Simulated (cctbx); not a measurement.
## A crystallographic session in cctbx: PrB4Ir2Pd2

Library: cctbx 2025.11. The data are simulated by the first script.

## 1. Simulate the data

run.py:

```python
from cctbx import adptbx, crystal, miller, sgtbx, xray
from cctbx.array_family import flex
from iotbx.shelx import hklf
from scitbx import matrix
import scitbx.random

cs = crystal.symmetry(unit_cell=(7.658, 7.658, 4.063, 90, 90, 90), space_group_symbol='Hall: P 4c')  # P4_2
atoms = [  # label, site, U (iso, or U11 U22 U33 U12 U13 U23 in A^2), occupancy
    ("Ir1", (0.6053, 0.6583, 0.6382), (0.0032, 0.0032, 0.0032, -0.0000, -0.0000, -0.0000), 1),
    ("Pr1", (0, 0.5, 0.7379), (0.0043, 0.0051, 0.0045, 0.0005, 0.0000, 0.0000), 1),
    ("Pd1", (0.8932, 0.8462, 0.3595), (0.0048, 0.0043, 0.0030, 0.0002, -0.0003, -0.0005), 1),
    ("B1", (0.2709, 0.3428, 0.1439), (0.0099, 0.0055, 0.0065, -0.0015, -0.0004, -0.0001), 1),
    ("B2", (0.2115, 0.1635, 0.8624), (0.0097, 0.0059, 0.0057, 0.0010, 0.0000, 0.0004), 1),
]
xs = xray.structure(crystal_symmetry=cs)
for label, site, u, occ in atoms:
    u = adptbx.u_cif_as_u_star(cs.unit_cell(), u) if isinstance(u, tuple) else u
    xs.add_scatterer(xray.scatterer(label, site=site, u=u, occupancy=occ))
xs.set_inelastic_form_factors(0.56087, "sasaki")
xs.show_summary()
p1 = xs.expand_to_p1()
ms = miller.build_set(p1, anomalous_flag=True, d_min=0.7)
flex.set_random_seed(855915)
scitbx.random.set_random_seed(855915)
ms = ms.select(flex.random_double(ms.size()) < 0.7)
i = ms.structure_factors_from_scatterers(p1, algorithm="direct").f_calc().as_intensity_array().data()
law = matrix.sqr((0, -1, 0, -1, 0, 0, 0, 0, -1))
mate = flex.miller_index([tuple(matrix.row(h) * law) for h in ms.indices()])
i2 = ms.customized_copy(indices=mate).structure_factors_from_scatterers(p1, algorithm="direct").f_calc().as_intensity_array().data()
i = (1 - 0.5) * i + 0.5 * i2
i = i * 70000 / flex.max(i)
sig = flex.sqrt(i + flex.pow2(0.015 * i) + 2 ** 2)
noise = scitbx.random.variate(scitbx.random.normal_distribution())(i.size())
data = ms.array(data=i + sig * noise, sigmas=sig).set_observation_type_xray_intensity()
with open("data.hkl", "w") as f:
    data.export_as_shelx_hklf(f)
print("reflections written:", data.size(), " <I/sigma> = %.1f" % flex.mean(data.data() / data.sigmas()))
for h, a, b in list(data.sort("data"))[:12]:
    print("%4d%4d%4d %9.1f %7.1f" % (h + (a, b)))
```

```console
$ python run.py
```

```text
Number of scatterers: 5
At special positions: 1
Unit cell: (7.658, 7.658, 4.063, 90, 90, 90)
Space group: P 42 (No. 77)
reflections written: 2029  <I/sigma> = 44.4
  -1  -3   0   70877.5  1082.8
  -3  -1   0   70186.5  1082.8
   1  -3   0   70169.9  1082.8
   3   1   0   69909.4  1082.8
  -3   1   0   68677.6  1082.8
  -1   3   0   68600.3  1082.8
  -2  -1  -1   52615.2   813.0
  -1  -2   1   52406.9   813.0
  -1   2  -1   50851.9   813.0
   2   1  -1   50234.3   813.0
  -1  -2  -1   49410.6   759.3
   1  -2   1   48136.1   759.3
```

Run time: 0.36 s on 1 thread of Arm Neoverse N1 (shared host), peak memory 0.07 GiB.

## 2. Symmetry

run.py:

```python
from cctbx import crystal, sgtbx, statistics
from cctbx.array_family import flex
from iotbx.shelx import hklf

p1 = crystal.symmetry(unit_cell=(7.658, 7.658, 4.063, 90, 90, 90), space_group_symbol="P 1")
raw = hklf.reader(file_name="data.hkl").as_miller_arrays(crystal_symmetry=p1, anomalous=True)[0]
print(raw.size(), "reflections to d = %.3f A" % raw.d_min())
isig = raw.data() / raw.sigmas()
print("centring   violations  <I/sigma> of those")
best = "P"
for c in "ABCIRF":
    a = raw.customized_copy(space_group_info=sgtbx.space_group_info("Hall: %s 1" % c)).sys_absent_flags().data()
    m = flex.mean(isig.select(a))
    print("%5s %10d of %5d %8.1f" % (c, (isig.select(a) > 4).count(True), a.count(True), m))
    if (isig.select(a) > 4).count(True) < 0.01 * a.count(True):
        best = c
raw = raw.select(~raw.customized_copy(space_group_info=sgtbx.space_group_info("Hall: %s 1" % best)).sys_absent_flags().data())
isig = raw.data() / raw.sigmas()
rows = []
for s in sgtbx.space_group_symbol_iterator():
    g = sgtbx.space_group(s)
    if g.conventional_centring_type_symbol() != best or not g.is_compatible_unit_cell(p1.unit_cell(), 1e-3, 0.02):
        continue
    rows.append((s, g))
print("Laue class    unique    Rint  (classes that these axes allow; Friedel mates merged)")
rint = {}
for s, g in rows:
    laue = g.build_derived_patterson_group()
    key = laue.type().hall_symbol()
    if key not in rint:
        m = raw.customized_copy(space_group_info=laue.info(), anomalous_flag=False).merge_equivalents()
        rint[key] = m.r_int()
        print("%-14s %6d %7.3f" % (laue.type().lookup_symbol(), m.array().size(), m.r_int()))
floor = min(rint.values())
good = [(s, g) for s, g in rows if rint[g.build_derived_patterson_group().type().hall_symbol()] < 2 * floor + 0.03]
top = max(g.build_derived_patterson_group().order_z() for s, g in good)
print("space group    extra absences  I>4sigma  <I/sigma>")
for s, g in good:
    laue = g.build_derived_patterson_group()
    if laue.order_z() != top:
        continue
    a = raw.customized_copy(space_group_info=g.info()).sys_absent_flags().data()
    a &= ~raw.customized_copy(space_group_info=laue.info()).sys_absent_flags().data()
    bad = (isig.select(a) > 4).count(True)
    if bad <= 0.03 * a.count(True):
        print("%-16s %8d %10d %9s  %s" % (s.universal_hermann_mauguin(), a.count(True), bad, "%.1f" % flex.mean(isig.select(a)) if a.count(True) else "-", "centric" if g.is_centric() else "acentric"))
laue = max(good, key=lambda t: t[1].build_derived_patterson_group().order_z())[1].build_derived_patterson_group()
f = raw.customized_copy(space_group_info=laue.info(), anomalous_flag=False).merge_equivalents().array().eliminate_sys_absent().f_sq_as_f()
f.set_observation_type_xray_amplitude()
bins = max(3, min(8, f.size() // 12))
f.setup_binner(n_bins=bins)
w = statistics.wilson_plot(f, {e: n / laue.order_z() for e, n in {'Ir': 4.0, 'Pr': 2.0, 'Pd': 4.0, 'B': 8.0}.items()}, e_statistics=True)
print("Wilson B = %.2f A^2   <|E^2-1|> = %.3f (0.968 centric, 0.736 acentric)   E^2>4: %.1f %%" % (w.wilson_b, w.mean_e_sq_minus_1, w.percent_e_sq_gt_2))
print("shell (A)         n   <I/sigma>")
m = raw.customized_copy(space_group_info=laue.info(), anomalous_flag=False).merge_equivalents().array().eliminate_sys_absent()
for b in m.setup_binner(n_bins=bins).range_used():
    sel = m.binner().selection(b)
    print("%5.2f - %4.2f %6d %8.1f" % (min(m.binner().bin_d_range(b)[0] if m.binner().bin_d_range(b)[0] > 0 else 99, 99), m.binner().bin_d_range(b)[1], sel.count(True), flex.mean((m.data() / m.sigmas()).select(sel))))
```

```console
$ python run.py
```

```text
2029 reflections to d = 0.700 A
centring   violations  <I/sigma> of those
    A       1004 of  1014     44.3
    B       1022 of  1028     44.1
    C       1032 of  1040     43.9
    I        992 of  1004     41.4
    R       1341 of  1347     44.3
    F       1529 of  1541     44.1
Laue class    unique    Rint  (classes that these axes allow; Friedel mates merged)
P -1             1325   0.028
P 1 2/m 1         764   0.028
P 1 1 2/m         800   0.027
P 2/m 1 1         765   0.028
P m m m           462   0.029
P 4/m             413   0.029
P 4/m m m         252   0.030
space group    extra absences  I>4sigma  <I/sigma>
P 4 2 2                 0          0         -  acentric
P 42 2 2                4          0       0.1  acentric
P 4 m m                 0          0         -  acentric
P -4 2 m                0          0         -  acentric
P -4 m 2                0          0         -  acentric
P 4/m m m               0          0         -  centric
Wilson B = 0.38 A^2   <|E^2-1|> = 0.717 (0.968 centric, 0.736 acentric)   E^2>4: 0.4 %
shell (A)         n   <I/sigma>
 7.66 - 1.40     41     90.6
 1.40 - 1.11     32     95.8
 1.11 - 0.97     33     86.6
 0.97 - 0.88     32     93.2
 0.88 - 0.82     28     82.0
 0.82 - 0.77     30     64.8
 0.77 - 0.73     31     76.6
 0.73 - 0.70     25     74.8
```

Time: 0.5 s.

## 3. Refinement

run.py:

```python
import math
from cctbx import adptbx, crystal, maptbx, sgtbx, xray
from cctbx.array_family import flex
from cctbx.xray import observations
from iotbx.shelx import hklf
from scitbx.lstbx import normal_eqns_solving
from smtbx import absolute_structure, utils
from smtbx.refinement import constraints, least_squares

cs = crystal.symmetry(unit_cell=(7.658, 7.658, 4.063, 90, 90, 90), space_group_symbol='Hall: P 4c')  # P4_2
atoms = [  # label, site, U (iso, or U11 U22 U33 U12 U13 U23 in A^2), occupancy
    ("Ir1", (0.6029, 0.6571, 0.6458), 0.0200, 1),
    ("Pr1", (0, 0.5, 0.7387), 0.0200, 1),
    ("Pd1", (0.8913, 0.8483, 0.3609), 0.0200, 1),
    ("B1", (0.2724, 0.3449, 0.152), 0.0200, 1),
    ("B2", (0.2074, 0.1621, 0.8653), 0.0200, 1),
]
xs = xray.structure(crystal_symmetry=cs)
for label, site, u, occ in atoms:
    u = adptbx.u_cif_as_u_star(cs.unit_cell(), u) if isinstance(u, tuple) else u
    xs.add_scatterer(xray.scatterer(label, site=site, u=u, occupancy=occ))
xs.set_inelastic_form_factors(0.56087, "sasaki")
xs.convert_to_anisotropic()
raw = hklf.reader(file_name="data.hkl").as_miller_arrays(crystal_symmetry=cs, anomalous=True)[0]
merged = raw.eliminate_sys_absent().merge_equivalents()
fo2 = merged.array().set_observation_type_xray_intensity()
print("Rint %.3f, %d unique reflections to %.2f A" % (merged.r_int(), fo2.size(), fo2.d_min()))
for sc in xs.scatterers():
    sc.flags.set_grad_site(True)
    sc.flags.set_grad_u_aniso(sc.flags.use_u_aniso())
    sc.flags.set_grad_u_iso(sc.flags.use_u_iso())
obs = fo2.as_xray_observations()
extra = {}
rep = constraints.reparametrisation(xs, [], utils.connectivity_table(xs), **extra)
ls = least_squares.crystallographic_ls(obs, rep, weighting_scheme=least_squares.mainstream_shelx_weighting(a=0, b=0))
print("cycle     R1     wR2    GooF  max shift (A)")
for cycle in range(8):
    ls.build_up()
    r1, wr2, goof = ls.r1_factor(cutoff_factor=2)[0], ls.wR2(), ls.goof()
    old = xs.sites_cart()
    normal_eqns_solving.levenberg_marquardt_iterations(ls, n_max_iterations=3, tau=1e-06, step_threshold=1e-7)
    big = flex.max((xs.sites_cart() - old).norms())
    print("%4d %7.4f %7.4f %7.3f %9.5f" % (cycle + 1, r1, wr2, goof, big))
    ls.build_up(objective_only=True)
    if abs(ls.wR2() - wr2) < 5e-5 and big < 5e-4:
        break
ls.build_up()
print("final R1 %.4f wR2 %.4f GooF %.3f  parameters %d  data/parameter %.1f" % (ls.r1_factor(cutoff_factor=2)[0], ls.wR2(), ls.goof(), ls.n_parameters, fo2.size() / ls.n_parameters))
cov = ls.covariance_matrix_and_annotations()
su = dict(zip(cov.annotations, (math.sqrt(max(v, 0)) for v in cov.matrix.matrix_packed_u_diagonal())))
a2 = cs.unit_cell().reciprocal_parameters()[0] ** -2
print("atom        x        y        z      Ueq    occ   su(xyz)  su(Uiso or U11)")
for sc in xs.scatterers():
    s = max(su.get(sc.label + k, 0) for k in (".x", ".y", ".z"))
    npd = "" if sc.is_positive_definite_u(cs.unit_cell()) else "  NPD"
    print("%-5s %8.5f %8.5f %8.5f %8.4f %6.3f %8.5f %7.4f%s" % ((sc.label,) + sc.site + (sc.u_iso_or_equiv(cs.unit_cell()), sc.occupancy, s, su.get(sc.label + ".uiso", su.get(sc.label + ".u11", 0) * a2), npd)))
fo = fo2.f_sq_as_f()
fc = fo.structure_factors_from_scatterers(xs, algorithm="direct").f_calc()
diff = fo.f_obs_minus_f_calc(1 / math.sqrt(ls.scale_factor()), fc).average_bijvoet_mates()
m = diff.fft_map(symmetry_flags=maptbx.use_space_group_symmetry, resolution_factor=0.25).apply_volume_scaling()
print("difference map: max %.2f min %.2f rms %.2f" % (m.statistics().max(), m.statistics().min(), m.statistics().sigma()))
peaks = m.peak_search(parameters=maptbx.peak_search_parameters(min_distance_sym_equiv=0.6, max_clusters=6)).all()
near = xs.closest_distances(peaks.sites(), distance_cutoff=4)
sps = cs.special_position_settings(min_distance_sym_equiv=0.5)
for k, (x, h) in enumerate(zip(peaks.sites(), peaks.heights())):
    ss = sps.site_symmetry(x)
    print("Q%-3d %7.4f %7.4f %7.4f %4d %7.2f  %.2f A from %s" % ((k + 1,) + tuple(t % 1 for t in ss.exact_site()) + (ss.multiplicity(), h, near.smallest_distances[k], xs.scatterers()[near.i_seqs[k]].label)))
```

```console
$ python run.py
```

```text
Rint 0.012, 718 unique reflections to 0.70 A
cycle     R1     wR2    GooF  max shift (A)
   1  0.3473  0.6027  45.074   0.02627
   2  0.2886  0.5186  38.786   0.07364
   3  0.2847  0.5153  38.543   0.06006
   4  0.2835  0.5140  38.440   0.02973
   5  0.2829  0.5131  38.376   0.01789
   6  0.2819  0.5120  38.292   0.02141
   7  0.2804  0.5105  38.184   0.02914
   8  0.2794  0.5094  38.096   0.02649
final R1 0.2792 wR2 0.5085 GooF 38.036  parameters 41  data/parameter 17.5
atom        x        y        z      Ueq    occ   su(xyz)  su(Uiso or U11)
Ir1    0.60513  0.65907  0.64485   0.0055  1.000  0.00108  0.0018
Pr1    0.00000  0.50000  0.73451  -0.0001  1.000  0.00201  0.0028  NPD
Pd1    0.89114  0.84550  0.37053   0.0094  1.000  0.00242  0.0037  NPD
B1     0.26233  0.36157  0.15442   0.0330  1.000  0.02416  0.0099  NPD
B2     0.21409  0.13715  0.85669   0.9359  1.000  0.03230  0.5772  NPD
difference map: max 49.31 min -60.73 rms 10.22
Q1    0.4022  0.4497  0.6497    4   51.02  0.83 A from Ir1
Q2    0.0713  0.6524  0.6321    4   46.79  1.35 A from Pr1
Q3    0.3307  0.5963  0.1418    4   41.54  0.10 A from Ir1
Q4    0.0000  0.5000  0.7116    2   39.60  0.09 A from Pr1
Q5    0.3416  0.3938  0.7141    4   36.66  0.64 A from Ir1
Q6    0.2763  0.3206  0.6401    4   35.55  0.92 A from Ir1
```

Time: 0.74 s.

This run holds a fault made on purpose: twinning ignored.

## 4. Refinement (twin law added)

run.py, as its changes from the last script of this kind:

```diff
@@ -32,2 +32,3 @@
-obs = fo2.as_xray_observations()
-extra = {}
+twin = xray.twin_component(sgtbx.rot_mx((0, -1, 0, -1, 0, 0, 0, 0, -1)), 0.2, True)
+obs = observations.customized_copy(fo2.as_xray_observations(), (), (twin,))
+extra = dict(twin_fractions=(twin,))
@@ -57,11 +58 @@
-fo = fo2.f_sq_as_f()
-fc = fo.structure_factors_from_scatterers(xs, algorithm="direct").f_calc()
-diff = fo.f_obs_minus_f_calc(1 / math.sqrt(ls.scale_factor()), fc).average_bijvoet_mates()
-m = diff.fft_map(symmetry_flags=maptbx.use_space_group_symmetry, resolution_factor=0.25).apply_volume_scaling()
-print("difference map: max %.2f min %.2f rms %.2f" % (m.statistics().max(), m.statistics().min(), m.statistics().sigma()))
-peaks = m.peak_search(parameters=maptbx.peak_search_parameters(min_distance_sym_equiv=0.6, max_clusters=6)).all()
-near = xs.closest_distances(peaks.sites(), distance_cutoff=4)
-sps = cs.special_position_settings(min_distance_sym_equiv=0.5)
-for k, (x, h) in enumerate(zip(peaks.sites(), peaks.heights())):
-    ss = sps.site_symmetry(x)
-    print("Q%-3d %7.4f %7.4f %7.4f %4d %7.2f  %.2f A from %s" % ((k + 1,) + tuple(t % 1 for t in ss.exact_site()) + (ss.multiplicity(), h, near.smallest_distances[k], xs.scatterers()[near.i_seqs[k]].label)))
+print("twin fraction %.3f" % twin.value)
```

```console
$ python run.py
```

```text
Rint 0.012, 718 unique reflections to 0.70 A
cycle     R1     wR2    GooF  max shift (A)
   1  0.2352  0.4777  35.756   0.02541
   2  0.1097  0.2477  18.543   0.00545
   3  0.0687  0.1604  12.007   0.00502
   4  0.0417  0.0993   7.435   0.00738
   5  0.0255  0.0608   4.553   0.00692
   6  0.0159  0.0378   2.832   0.00575
   7  0.0104  0.0248   1.856   0.00455
   8  0.0074  0.0180   1.344   0.00351
final R1 0.0060 wR2 0.0148 GooF 1.105  parameters 42  data/parameter 17.1
atom        x        y        z      Ueq    occ   su(xyz)  su(Uiso or U11)
Ir1    0.60530  0.65830  0.64260   0.0032  1.000  0.00004  0.0001
Pr1    0.00000  0.50000  0.74232   0.0046  1.000  0.00008  0.0001
Pd1    0.89322  0.84617  0.36390   0.0040  1.000  0.00006  0.0002
B1     0.27022  0.34393  0.15220   0.0075  1.000  0.00262  0.0014
B2     0.21018  0.16284  0.86520   0.0061  1.000  0.00159  0.0020
twin fraction 0.495
```

It took 0.76 s on 1 thread of Arm Neoverse N1, on a shared host, peak memory 0.09 GiB.

[Logs are printed without paths, hosts, clocks, repeated set-up lines and the standing remarks that a program may print on its own settings, such as how far it seeks lower states.]
